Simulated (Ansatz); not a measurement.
## How Cd(0001) screens a field

Wanted: the response of a Cd(0001) slab to a perpendicular field.

Calculated with Ansatz 0.2.0; plane-wave DFT, PBE, Ansatz PAW, in the first sound run; inputs show where later runs differ.

This is a report of a sequence of runs, with most program output left out.

## (1) The structure

The cell holds 6 atoms: 6 Cd. Cell: a = 2.980 Å, b = 2.980 Å, c = 32.051 Å, α = 90.0°, β = 90.0°, γ = 60.0°. Vacuum lies along c.

## (2) Single point, field 0

A sawtooth potential applies the field, turning back in the middle of the vacuum. With the dipole correction the typed value is the field outside the slab. The induced dipole is small, so the SCF threshold is tight.

File input.yaml:

```yaml
crystal:
  lattice:
    - [2.98, 0.0, 0.0]
    - [1.49, 2.5807557033, 0.0]
    - [0.0, 0.0, 32.0507]
  atoms:
    - { symbol: Cd, position: [0.6666666667, 0.6666666667, 0.2808050994] }
    - { symbol: Cd, position: [0.0, 0.0, 0.3684830597] }
    - { symbol: Cd, position: [0.6666666667, 0.6666666667, 0.4561610199] }
    - { symbol: Cd, position: [0.0, 0.0, 0.5438389801] }
    - { symbol: Cd, position: [0.6666666667, 0.6666666667, 0.6315169403] }
    - { symbol: Cd, position: [0.0, 0.0, 0.7191949006] }
kpoints:
  mp_grid: { grid: [18, 18, 1] }
hamiltonian:
  xc: pbe
scf:
  occupations: { method: fermi_dirac, width: 0.1 }
  convergence: { dr2_threshold: 1.0e-10 }
efield:
  axis: 3
  dipole_correction: true
  ramp_position: 0.97
  ramp_width: 0.06
  amplitude: 0
output:
  forces: true
  write_potential: true
  write_density: true
  volumetric_format: npy
```

Run with:

```sh
$ ansatz run input.yaml --threads 4 --pin off --max-ram 6144MiB --backend cpu --events-out ev --progress --plain --runs-dir out
```

Wall time 17 s (4 threads of Arm Neoverse V2, shared host); peak memory 0.87 GiB; 66 s of CPU time.

This step gave:

- energy at zero smearing: -49526.4933 eV
- work function, upper face: 3.843 eV
- dipole along the normal: 2.09e-8 e·Å

Running mean over 2.81 Å of the planar mean; the ramp of the sawtooth is left out. The electron's electrostatic potential energy less the Fermi level by z:

| z (Å) | electron's electrostatic potential energy less the Fermi level (eV) |
| --- | --- |
| 4 | 3.84 |
| 5 | 3.83 |
| 6 | 3.71 |
| 7 | 2.26 |
| 8 | -2.53 |
| 9 | -4.62 |
| 10 | -4.77 |
| 11 | -4.82 |
| 12 | -4.82 |
| 13 | -4.84 |
| 14 | -4.84 |
| 15 | -4.85 |
| 16 | -4.85 |
| 17 | -4.85 |
| 18 | -4.84 |
| 19 | -4.84 |
| 20 | -4.82 |
| 21 | -4.82 |
| 22 | -4.77 |
| 23 | -4.64 |
| 24 | -2.74 |
| 25 | 2.07 |
| 26 | 3.69 |
| 27 | 3.83 |
| 28 | 3.84 |

Force by atom:

```
atom  x (eV/Å)  y (eV/Å)  z (eV/Å)   size
 Cd1     0.000     0.000    -0.102  0.102
 Cd2     0.000     0.000     0.011  0.011
 Cd3     0.000     0.000    -0.025  0.025
 Cd4     0.000     0.000     0.025  0.025
 Cd5     0.000     0.000    -0.011  0.011
 Cd6     0.000     0.000     0.102  0.102
```

The work function of the upper face is 3.84 eV.

## (3) Single point, field 0.05 V/Å

input.yaml, as its differences from that of step 2:

```diff
@@ -24,3 +24,3 @@
   ramp_width: 0.06
-  amplitude: 0
+  amplitude: 0.05
 output:
```

The job ended after 19 s (4 threads; peak memory 0.86 GiB; 74 s of CPU time).

The dipole is 0.0370 e·Å.

## (4) Single point, field -0.05 V/Å

input.yaml, as its differences from that of step 3:

```diff
@@ -24,3 +24,3 @@
   ramp_width: 0.06
-  amplitude: 0.05
+  amplitude: -0.05
 output:
```

The job ended after 19 s (4 threads; peak memory 0.85 GiB).

The dipole is -0.0370 e·Å.

## (5) Atoms held, field 0.1 V/Å

input.yaml, as its differences from that of step 4:

```diff
@@ -24,3 +24,3 @@
   ramp_width: 0.06
-  amplitude: -0.05
+  amplitude: 0.1
 output:
```

Run time: 19 s. Hardware: 4 threads; peak memory 0.86 GiB.

The dipole is 0.0740 e·Å.

## (6) Single point, field -0.1 V/Å

input.yaml, as its differences from that of step 5:

```diff
@@ -24,3 +24,3 @@
   ramp_width: 0.06
-  amplitude: 0.1
+  amplitude: -0.1
 output:
```

The job ended after 19 s (4 threads; peak memory 0.85 GiB).

The dipole is -0.0740 e·Å.

## (7) Single point, field 0.2 V/Å

input.yaml, as its differences from that of step 6:

```diff
@@ -24,3 +24,3 @@
   ramp_width: 0.06
-  amplitude: -0.1
+  amplitude: 0.2
 output:
```

Wall time 19 s (4 threads); peak memory 0.85 GiB; 75 s of CPU time.

The dipole is 0.148 e·Å.

## (8) Atoms held, field -0.2 V/Å

input.yaml, as its differences from that of step 7:

```diff
@@ -24,3 +24,3 @@
   ramp_width: 0.06
-  amplitude: 0.2
+  amplitude: -0.2
 output:
```

The job ended after 19 s (4 threads; peak memory 0.85 GiB; 74 s of CPU time).

The dipole is -0.148 e·Å.

## (9) Single point, field 0.4 V/Å

input.yaml, as its differences from that of step 8:

```diff
@@ -24,3 +24,3 @@
   ramp_width: 0.06
-  amplitude: -0.2
+  amplitude: 0.4
 output:
@@ -30 +30,2 @@
   volumetric_format: npy
+  elf: true
```

The job ended after 20 s (4 threads; peak memory 0.85 GiB; 78 s of CPU time).

Running mean over 2.81 Å of the planar mean, with the applied field; the ramp of the sawtooth is left out. Electron's electrostatic potential energy less the Fermi level against z:

```
z (Å)  electron's electrostatic potential energy less the Fermi level (eV)
    4                                                                 2.55
    5                                                                 2.93
    6                                                                 3.18
    7                                                                 2.02
    8                                                                -2.59
    9                                                                -4.63
   10                                                                -4.78
   11                                                                -4.82
   12                                                                -4.83
   13                                                                -4.84
   14                                                                -4.84
   15                                                                -4.85
   16                                                                -4.85
   17                                                                -4.85
   18                                                                -4.84
   19                                                                -4.83
   20                                                                -4.82
   21                                                                -4.81
   22                                                                -4.76
   23                                                                -4.63
   24                                                                -2.66
   25                                                                 2.32
   26                                                                 4.25
   27                                                                 4.77
   28                                                                 5.17
```

The dipole is 0.297 e·Å.

## (10) The response

This step: plane-wave DFT, PBE, Ansatz PAW; screening of a field by a metal slab (Ansatz 0.2.0).

The dipoles give the slope, and the difference of two potentials shows where the field is screened.

Numbers from this step:

```
equivalent conductor thickness p/(ε₀AE)      : 17.42 Å
distance between the outer atoms             : 14.05 Å
inner field over outer field                 : 0.001463
image plane, upper face                      : 1.687 Å
induced electrons on the upper face over ε₀E : -0.9988
image plane, lower face                      : 1.687 Å
induced electrons on the lower face over ε₀E : 0.9986
```

Dipole of the cell against applied field:

| applied field (V/Å) | dipole of the cell (e·Å) |
| --- | --- |
| -0.200 | -0.148 |
| -0.100 | -0.0740 |
| -0.050 | -0.0370 |
| 0.000 | 0 |
| 0.050 | 0.0370 |
| 0.100 | 0.0740 |
| 0.200 | 0.148 |
| 0.400 | 0.297 |

Local field over the applied field, running mean. From the potentials at -0.05 and 0.05 V/Å; running mean over 2.81 Å. Table of local field over applied field by z:

| z (Å) | local field over applied field |
| --- | --- |
| 4.5 | 0.989 |
| 5.0 | 0.975 |
| 5.5 | 0.945 |
| 6.0 | 0.881 |
| 6.5 | 0.769 |
| 7.0 | 0.610 |
| 7.5 | 0.438 |
| 8.0 | 0.278 |
| 8.5 | 0.146 |
| 9.0 | 0.0544 |
| 9.5 | 0.0104 |
| 10.0 | 0.00479 |
| 10.5 | 0.00844 |
| 11.0 | 0.00910 |
| 11.5 | 0.00445 |
| 12.0 | 8.5e-4 |
| 12.5 | 0.00190 |
| 13.0 | 0.00326 |
| 13.5 | 0.00284 |
| 14.0 | 0.00148 |
| 14.5 | 9.2e-4 |
| 15.0 | 0.00136 |
| 15.5 | 0.00161 |
| 16.0 | 0.00163 |
| 16.5 | 0.00162 |
| 17.0 | 0.00140 |
| 17.5 | 9.3e-4 |
| 18.0 | 0.00135 |
| 18.5 | 0.00270 |
| 19.0 | 0.00332 |
| 19.5 | 0.00210 |
| 20.0 | 7.9e-4 |
| 20.5 | 0.00388 |
| 21.0 | 0.00880 |
| 21.5 | 0.00874 |
| 22.0 | 0.00508 |
| 22.5 | 0.00893 |
| 23.0 | 0.0473 |
| 23.5 | 0.135 |
| 24.0 | 0.263 |
| 24.5 | 0.421 |
| 25.0 | 0.593 |
| 25.5 | 0.755 |
| 26.0 | 0.872 |
| 26.5 | 0.940 |
| 27.0 | 0.973 |
| 27.5 | 0.988 |

Electrons, planar mean, per unit field. Induced electron density against z:

z (Å), induced electron density (e/Å³ per V/Å) and a bar from the least value:
```
      4.5    0.00004 ###############
      5.0    0.00011 ################
      5.5    0.00024 ################
      6.0    0.00055 ##################
      6.5    0.00115 ####################
      7.0    0.00223 #########################
      7.5    0.00337 ##############################
      8.0    0.00305 #############################
      8.5    0.00056 ##################
      9.0   -0.00031 ##############
      9.5   -0.00041 #############
     10.0    0.00009 ################
     10.5    0.00039 #################
     11.0    0.00000 ###############
     11.5   -0.00012 ###############
     12.0   -0.00009 ###############
     12.5    0.00005 ###############
     13.0    0.00010 ################
     13.5   -0.00003 ###############
     14.0   -0.00003 ###############
     14.5    0.00000 ###############
     15.0    0.00000 ###############
     15.5    0.00002 ###############
     16.0    0.00000 ###############
     16.5   -0.00002 ###############
     17.0    0.00000 ###############
     17.5    0.00000 ###############
     18.0    0.00003 ###############
     18.5    0.00004 ###############
     19.0   -0.00009 ###############
     19.5   -0.00007 ###############
     20.0    0.00007 ###############
     20.5    0.00012 ################
     21.0    0.00004 ###############
     21.5   -0.00038 ##############
     22.0   -0.00016 ##############
     22.5    0.00041 #################
     23.0    0.00036 #################
     23.5   -0.00041 #############
     24.0   -0.00284 ###
     24.5   -0.00345 
     25.0   -0.00236 #####
     25.5   -0.00124 ##########
     26.0   -0.00059 #############
     26.5   -0.00027 ##############
     27.0   -0.00012 ###############
     27.5   -0.00005 ###############
```

By hand: between -0.05 and 0.05 V/Å the dipole changes by 0.07404 e·Å, a slope of 0.7404 e·Å²/V. A perfect conductor of thickness t has p = ε₀AEt, so t = 180.95 × 0.7404 / 7.691 = 17.42 Å (e/ε₀ = 180.95 V·Å, A in Å²). Less the 14.05 Å between the outer atoms, and halved, that puts each image plane 1.68 Å out.

The induced dipole is that of a conductor 17.42 Å thick.

## (11) Varying the input

This step: plane-wave DFT, PBE, Ansatz PAW (Ansatz 0.2.0).

An input spoilt on purpose, to show how the run answers: it repeats the earlier run at 0.05 V/Å with efield.axis from 3 to 0, and scf.max_iter set to 80.

input.yaml, as its differences from that of step 9:

```diff
@@ -19,4 +19,5 @@
   convergence: { dr2_threshold: 1.0e-10 }
+  max_iter: 80
 efield:
-  axis: 3
+  axis: 0
   dipole_correction: true
@@ -24,3 +25,3 @@
   ramp_width: 0.06
-  amplitude: 0.4
+  amplitude: 0.05
 output:
@@ -30,2 +31 @@
   volumetric_format: npy
-  elf: true
```

It took 0.02 s on 4 threads; peak memory 0.03 GiB.

The program refused the input before any cycle.

The program's message: “Error: invalid value for `efield.axis`: must be in [1, 3]; got 0”

The fault put into the input: an axis of 0, outside the range 1 to 3.

## (12) Varying the input

This step: plane-wave DFT, PBE, Ansatz PAW, but for the change named below (Ansatz 0.2.0).

Another changed input: it repeats the earlier run at 0.05 V/Å with scf.mixing.preconditioner to local_kerker, hamiltonian.pseudopotentials to kind: paw_fr and magnetization to noncollinear: true, spin_orbit: true.

input.yaml, as its differences from that of step 11:

```diff
@@ -16,2 +16,3 @@
   xc: pbe
+  pseudopotentials: { kind: paw_fr }
 scf:
@@ -19,5 +20,5 @@
   convergence: { dr2_threshold: 1.0e-10 }
-  max_iter: 80
+  mixing: { preconditioner: local_kerker }
 efield:
-  axis: 0
+  axis: 3
   dipole_correction: true
@@ -31 +32,4 @@
   volumetric_format: npy
+magnetization:
+  noncollinear: true
+  spin_orbit: true
```

Run time: 4.3 min. Hardware: 4 threads; peak memory 3.3 GiB.

This step gave:

```
energy at zero smearing : -49542.6360 eV
dipole along the normal : 0.03701 e·Å
```

Force by atom:

| atom | x (eV/Å) | y (eV/Å) | z (eV/Å) | size |
| --- | --- | --- | --- | --- |
| Cd1 | 0.0000 | 0.0000 | -0.0966 | 0.0966 |
| Cd2 | 0.0000 | 0.0000 | 0.0102 | 0.0102 |
| Cd3 | 0.0000 | 0.0000 | -0.0245 | 0.0245 |
| Cd4 | 0.0000 | 0.0000 | 0.0247 | 0.0247 |
| Cd5 | 0.0000 | 0.0000 | -0.0117 | 0.0117 |
| Cd6 | 0.0000 | 0.0000 | 0.0981 | 0.0981 |

```csv
quantity,this run,earlier run,difference
dipole along the normal (e·Å),0.03701,0.03702,-1.2e-5
```

The dipole moves by under 0.5 % or 5e-5 e·Å. The run took 26 SCF cycles against 11.

## (13) Results

- work function: 3.84 eV
- image plane, upper face: 1.69 Å
- induced electrons on the upper face over ε₀E: -0.999
- equivalent conductor thickness p/(ε₀AE): 17.4 Å
- inner field over outer field: 0.00146

**Reading.** The induced charge has its centre 1.69 Å outside the outermost atoms; this is the plane from which a capacitor's gap or an image potential counts. The equivalent conductor thickness exceeds the distance between the outer atoms by 3.37 Å, about the sum of the two image-plane distances. In the middle of the slab the field is screened to under 0.5 % of its outer value. The atoms are held at bulk positions with the tabulated experimental lattice constant. Spin-orbit coupling enters in a check alone.

[Logs are printed without paths, hosts, clocks, repeated set-up lines and the standing remarks that a program may print on its own settings, such as how far it seeks lower states.]

[Hosts, paths, dates, database ids (printed as entryN), source tags and the programs' standing remarks are cut or masked in the printed files.]

[Maps of the electrostatic potential energy from Ansatz leave out the sawtooth potential of an applied field or a dipole correction, so their vacuum need not be flat; planar profiles and work functions include it.]
